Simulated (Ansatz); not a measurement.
## Neighbourhoods of single atoms in Li(110)/SiO2(001) interface (160 atoms)

The cell holds 160 atoms: 40 Li, 40 Si and 80 O. Cell: a = 15.068 Å, b = 11.820 Å, c = 20.763 Å, α = 90.0°, β = 90.0°, γ = 101.3°. It derives from Li and SiO2. The starting structure: Bcc Li(110), 2 repeat layers, 20 surface cells, strained -0.86 and +1.53 %; rutile SiO2(001), 2 layers, 10 cells, +0.00 and +0.00 %; outer planes 2.29 Å apart, 12 Å of vacuum above; not relaxed, displaced by a Gaussian of 0.02 Å. Regions: Li, 40 atoms (40 Li); SiO2, 120 atoms (40 Si and 80 O). Vacuum lies along c.

Method: Kohn-Sham DFT, RPBE, PAW (set soft_2), plane waves (Ansatz 0.2.0; cutoff 420 eV, Γ point, gaussian smearing of 0.025 eV), at the relaxed geometry.

The whole cell was solved; only parts of it are printed.

Local excerpt of 23 atoms (numbers count through the whole input) about O56, which has 4 bonded neighbours where the commonest count for O is 2; x, y, z are measured from there.

| atom | x | y | z | distance (Å) | bonds | intrinsic-atomic-orbital charge (e) |
| --- | --- | --- | --- | --- | --- | --- |
| O56 | 0.00 | 0.00 | 0.00 | 0.00 | 4 | -0.94 |
| Si101 | -1.10 | -0.22 | 1.27 | 1.70 | 4 | 1.72 |
| Si54 | 1.65 | 0.33 | 0.51 | 1.76 | 4 | 1.60 |
| Li26 | 0.22 | -1.53 | -1.54 | 2.18 | 2 | 0.40 |
| Li18 | -0.37 | 1.59 | -1.54 | 2.24 | 2 | 0.40 |
| O57 | 1.96 | -1.19 | 1.14 | 2.56 | 2 | -0.86 |
| O58 | 1.37 | 1.85 | 1.14 | 2.57 | 2 | -0.86 |
| O103 | -2.60 | -0.48 | 0.66 | 2.72 | 3 | -0.95 |
| O70 | -0.77 | -1.71 | 1.98 | 2.73 | 2 | -0.85 |
| O93 | -1.29 | 1.27 | 2.04 | 2.73 | 2 | -0.85 |
| O91 | -1.38 | 2.76 | -0.27 | 3.09 | 4 | -1.14 |
| O67 | -0.24 | -3.07 | -0.36 | 3.10 | 4 | -1.15 |
| O55 | 3.06 | 0.59 | -0.41 | 3.14 | 4 | -0.96 |
| Si89 | 1.08 | 3.09 | -0.12 | 3.27 | 3 | 0.73 |
| Si65 | 2.19 | -2.45 | -0.10 | 3.28 | 3 | 0.73 |
| Si66 | -0.81 | -3.19 | 1.15 | 3.48 | 4 | 1.70 |
| Li24 | -3.18 | -0.63 | -1.27 | 3.49 | 2 | 0.32 |
| Si90 | -1.90 | 2.64 | 1.26 | 3.49 | 4 | 1.70 |
| Li20 | 2.75 | 2.00 | -1.89 | 3.89 | 2 | 0.40 |
| Li28 | 3.25 | -0.90 | -1.96 | 3.90 | 2 | 0.42 |
| Li16 | -3.06 | 2.37 | -1.23 | 4.05 | 2 | 0.30 |
| Li36 | -1.88 | -3.40 | -1.38 | 4.12 | 2 | 0.29 |
| Li25 | -1.56 | 0.16 | -3.82 | 4.13 | 0 | 0.05 |

The column of bonds counts only the pairs O-Li within 2.58 Å, O-Si within 2.12 Å; other neighbours, such as metal atoms beside each other in a compound, aren't counted, and periodic images can show an atom twice.

A closer look about Si125, whose charge lies farthest from its element's mean: 46 atoms, nearest first, numbered in the order of the input, with positions taken from that point.

| atom | x | y | z | distance (Å) | bonds | intrinsic-atomic-orbital charge (e) |
| --- | --- | --- | --- | --- | --- | --- |
| Si125 | 0.00 | 0.00 | 0.00 | 0.00 | 3 | 0.72 |
| O127 | -1.61 | -0.45 | -0.48 | 1.74 | 4 | -0.99 |
| O142 | 0.31 | -1.52 | 0.80 | 1.75 | 2 | -0.87 |
| O117 | -0.29 | 1.22 | 1.26 | 1.78 | 2 | -0.86 |
| O80 | 2.33 | 0.31 | -0.09 | 2.35 | 4 | -1.12 |
| Li2 | 1.43 | 1.49 | -1.44 | 2.52 | 2 | 0.38 |
| Li10 | -1.51 | 1.09 | -1.88 | 2.65 | 2 | 0.42 |
| Li14 | 2.04 | -1.27 | -1.32 | 2.74 | 3 | 0.51 |
| Li12 | -0.96 | -1.85 | -1.85 | 2.78 | 2 | 0.48 |
| Si114 | -0.53 | 2.76 | 0.64 | 2.88 | 4 | 1.62 |
| Si126 | -2.82 | -0.70 | 0.62 | 2.97 | 4 | 1.68 |
| Si138 | 0.70 | -3.02 | 0.15 | 3.11 | 4 | 1.41 |
| O116 | -1.84 | 2.51 | -0.40 | 3.14 | 4 | -0.96 |
| O115 | 1.09 | 3.09 | 0.13 | 3.28 | 4 | -0.93 |
| Si78 | 2.94 | 0.44 | 1.41 | 3.28 | 4 | 1.71 |
| O140 | 0.63 | -3.04 | -1.51 | 3.45 | 6 | -1.22 |
| O130 | -3.11 | 0.77 | 1.35 | 3.48 | 2 | -0.85 |
| O129 | -2.54 | -2.15 | 1.40 | 3.61 | 2 | -0.85 |
| O139 | 2.46 | -2.67 | 0.14 | 3.63 | 4 | -0.97 |
| O82 | 2.40 | 1.85 | 2.18 | 3.73 | 2 | -0.85 |
| O81 | 2.95 | -1.04 | 2.24 | 3.85 | 2 | -0.86 |
| Li13 | 0.48 | 0.03 | -4.00 | 4.03 | 0 | 0.00 |
| Si41 | -3.49 | 2.17 | 0.37 | 4.13 | 3 | 0.82 |
| O128 | -4.00 | -0.96 | -0.52 | 4.14 | 4 | -0.98 |
| Si53 | -2.05 | -3.57 | 0.52 | 4.15 | 3 | 0.94 |
| Li4 | 4.01 | 0.69 | -1.08 | 4.21 | 2 | 0.38 |
| Si113 | 2.22 | 3.32 | 1.36 | 4.22 | 4 | 1.72 |
| Si137 | 3.41 | -2.47 | 1.46 | 4.46 | 4 | 1.73 |
| O118 | -0.90 | 4.25 | 1.30 | 4.53 | 2 | -0.86 |
| Li21 | 0.92 | -2.95 | -3.41 | 4.60 | 1 | 0.13 |
| O79 | 4.49 | 0.74 | 0.90 | 4.64 | 3 | -0.95 |
| O141 | 0.94 | -4.56 | 0.82 | 4.72 | 2 | -0.86 |
| Li32 | -2.06 | 3.98 | -1.90 | 4.87 | 2 | 0.42 |
| Li8 | -4.53 | 0.60 | -1.76 | 4.90 | 2 | 0.50 |
| Li34 | 0.81 | 4.67 | -1.42 | 4.94 | 2 | 0.38 |
| Li11 | -2.66 | -0.59 | -4.22 | 5.03 | 0 | 0.11 |
| Li20 | -3.94 | -2.48 | -1.90 | 5.03 | 2 | 0.40 |
| Li1 | -0.22 | 2.89 | -4.12 | 5.04 | 0 | -0.03 |
| Li30 | -0.45 | -4.70 | -1.84 | 5.07 | 2 | 0.48 |
| Li22 | 2.59 | -4.16 | -1.36 | 5.08 | 3 | 0.51 |
| O68 | 3.67 | 3.56 | 0.65 | 5.16 | 3 | -0.94 |
| Li15 | 3.46 | -0.67 | -3.84 | 5.21 | 0 | 0.10 |
| Li3 | 2.80 | 2.25 | -3.87 | 5.28 | 0 | 0.05 |
| O153 | -3.69 | 3.61 | 1.35 | 5.34 | 2 | -0.85 |
| O55 | -3.64 | -3.89 | -0.42 | 5.34 | 4 | -0.96 |
| O92 | 4.89 | -2.13 | 0.86 | 5.40 | 3 | -0.94 |

The column of bonds counts only the pairs O-Li within 2.58 Å, O-Si within 2.12 Å; other neighbours, such as metal atoms beside each other in a compound, aren't counted, and periodic images can show an atom twice.

A closer look about O128, picked at random: 39 atoms, nearest first, numbered in the order of the input, with positions taken from that point.

| atom | x | y | z | distance (Å) | bonds | intrinsic-atomic-orbital charge (e) |
| --- | --- | --- | --- | --- | --- | --- |
| O128 | 0.00 | 0.00 | 0.00 | 0.00 | 4 | -0.98 |
| Si126 | 1.18 | 0.26 | 1.14 | 1.66 | 4 | 1.68 |
| Si89 | -1.62 | -0.44 | 0.40 | 1.72 | 3 | 0.73 |
| Li20 | 0.06 | -1.52 | -1.38 | 2.06 | 2 | 0.40 |
| Li8 | -0.53 | 1.56 | -1.24 | 2.06 | 2 | 0.50 |
| O127 | 2.39 | 0.51 | 0.04 | 2.44 | 4 | -0.99 |
| O45 | -1.98 | 1.11 | 1.18 | 2.55 | 2 | -0.86 |
| O129 | 1.46 | -1.19 | 1.92 | 2.69 | 2 | -0.85 |
| O130 | 0.88 | 1.72 | 1.87 | 2.69 | 2 | -0.85 |
| O58 | -1.33 | -1.67 | 1.65 | 2.70 | 2 | -0.86 |
| O55 | 0.36 | -2.93 | 0.10 | 2.95 | 4 | -0.96 |
| Si41 | 0.51 | 3.13 | 0.89 | 3.29 | 3 | 0.82 |
| Si53 | 1.95 | -2.61 | 1.04 | 3.42 | 3 | 0.94 |
| Li12 | 3.04 | -0.89 | -1.32 | 3.44 | 2 | 0.48 |
| Li10 | 2.49 | 2.05 | -1.36 | 3.50 | 2 | 0.42 |
| Si54 | -1.05 | -3.20 | 1.02 | 3.51 | 4 | 1.60 |
| Si42 | -2.52 | 2.54 | 0.51 | 3.61 | 4 | 1.50 |
| O43 | -2.30 | 2.60 | -1.12 | 3.64 | 6 | -1.20 |
| Li18 | -3.07 | -1.94 | -1.03 | 3.77 | 2 | 0.40 |
| Li19 | -1.73 | -0.57 | -3.47 | 3.92 | 0 | 0.00 |
| Li11 | 1.33 | 0.37 | -3.70 | 3.95 | 0 | 0.11 |
| Li6 | -3.79 | 0.75 | -1.03 | 4.00 | 3 | 0.50 |
| O116 | 2.16 | 3.47 | 0.12 | 4.08 | 4 | -0.96 |
| Si125 | 4.00 | 0.96 | 0.52 | 4.14 | 3 | 0.72 |
| O91 | -4.07 | -0.77 | 0.24 | 4.15 | 4 | -1.14 |
| O56 | -2.69 | -3.52 | 0.51 | 4.46 | 4 | -0.94 |
| Li40 | -1.06 | 4.21 | -1.30 | 4.53 | 2 | 0.49 |
| Li7 | -2.44 | 2.37 | -3.00 | 4.54 | 1 | 0.14 |
| O142 | 4.31 | -0.56 | 1.33 | 4.55 | 2 | -0.87 |
| O117 | 3.71 | 2.18 | 1.78 | 4.65 | 2 | -0.86 |
| Li28 | 0.56 | -4.42 | -1.45 | 4.69 | 2 | 0.42 |
| O44 | -4.22 | 2.19 | 0.49 | 4.78 | 4 | -0.96 |
| Li29 | 1.71 | -2.60 | -3.73 | 4.85 | 0 | 0.14 |
| O153 | 0.30 | 4.57 | 1.88 | 4.95 | 2 | -0.85 |
| O46 | -2.58 | 4.06 | 1.20 | 4.96 | 2 | -0.86 |
| O154 | 2.03 | -4.11 | 1.93 | 4.98 | 2 | -0.85 |
| Li9 | 0.64 | 3.27 | -3.72 | 5.00 | 0 | 0.12 |
| Si90 | -4.59 | -0.88 | 1.77 | 5.00 | 4 | 1.70 |
| O57 | -0.73 | -4.72 | 1.66 | 5.05 | 2 | -0.86 |

The column of bonds counts only the pairs O-Li within 2.58 Å, O-Si within 2.12 Å; other neighbours, such as metal atoms beside each other in a compound, aren't counted, and periodic images can show an atom twice.

Neighbours are counted within 2.58 Å (O-Li), 2.12 Å (O-Si), the cutoffs taken from the relaxation.

Length of the force by element and coordination:

| element | coordination | atoms | mean length of the force (eV/Å) | spread | least | most |
| --- | --- | --- | --- | --- | --- | --- |
| Li | all | 40 | 0.0044 | 0.0025 | 0.0012 | 0.012 |
| Li | 0 | 18 | 0.0029 | 0.001 | 0.0012 | 0.0044 |
| Li | 1 | 2 | 0.0039 | 0.0021 | 0.0018 | 0.0061 |
| Li | 2 | 16 | 0.0059 | 0.0027 | 0.0023 | 0.012 |
| Li | 3 | 4 | 0.0053 | 0.0023 | 0.0036 | 0.0093 |
| O | all | 80 | 0.0089 | 0.0099 | 4.0e-4 | 0.0542 |
| O | 2 | 60 | 0.005 | 0.0054 | 4.0e-4 | 0.029 |
| O | 3 | 4 | 0.0291 | 0.0159 | 0.0113 | 0.0542 |
| O | 4 | 14 | 0.0189 | 0.0085 | 0.0083 | 0.0345 |
| O | 6 | 2 | 0.0139 | 0.0055 | 0.0084 | 0.0193 |
| Si | all | 40 | 0.0143 | 0.0144 | 0.0014 | 0.057 |
| Si | 3 | 6 | 0.014 | 0.0064 | 0.0059 | 0.0257 |
| Si | 4 | 34 | 0.0144 | 0.0153 | 0.0014 | 0.057 |

Intrinsic-atomic-orbital charges by element and coordination:

| element | coordination | atoms | mean charge (e) | spread | least | most |
| --- | --- | --- | --- | --- | --- | --- |
| Li | all | 40 | 0.241 | 0.191 | -0.041 | 0.511 |
| Li | 0 | 18 | 0.0529 | 0.0564 | -0.041 | 0.141 |
| Li | 1 | 2 | 0.132 | 0.0064 | 0.125 | 0.138 |
| Li | 2 | 16 | 0.403 | 0.0618 | 0.287 | 0.500 |
| Li | 3 | 4 | 0.498 | 0.0136 | 0.476 | 0.511 |
| O | all | 80 | -0.904 | 0.0839 | -1.22 | -0.846 |
| O | 2 | 60 | -0.864 | 0.007 | -0.871 | -0.846 |
| O | 3 | 4 | -0.944 | 0.0031 | -0.948 | -0.940 |
| O | 4 | 14 | -1.02 | 0.0812 | -1.15 | -0.933 |
| O | 6 | 2 | -1.21 | 0.0091 | -1.22 | -1.20 |
| Si | all | 40 | 1.57 | 0.338 | 0.720 | 1.74 |
| Si | 3 | 6 | 0.779 | 0.0784 | 0.720 | 0.936 |
| Si | 4 | 34 | 1.70 | 0.0704 | 1.41 | 1.74 |

The slab bears a dipole and has periodic images along its normal, so a spurious field crosses the vacuum. Only the Γ point is sampled, in a cell whose shortest periodic width is 12 Å.

[Hosts, paths, dates, database ids (printed as entryN), source tags and the programs' standing remarks are cut or masked in the printed files.]
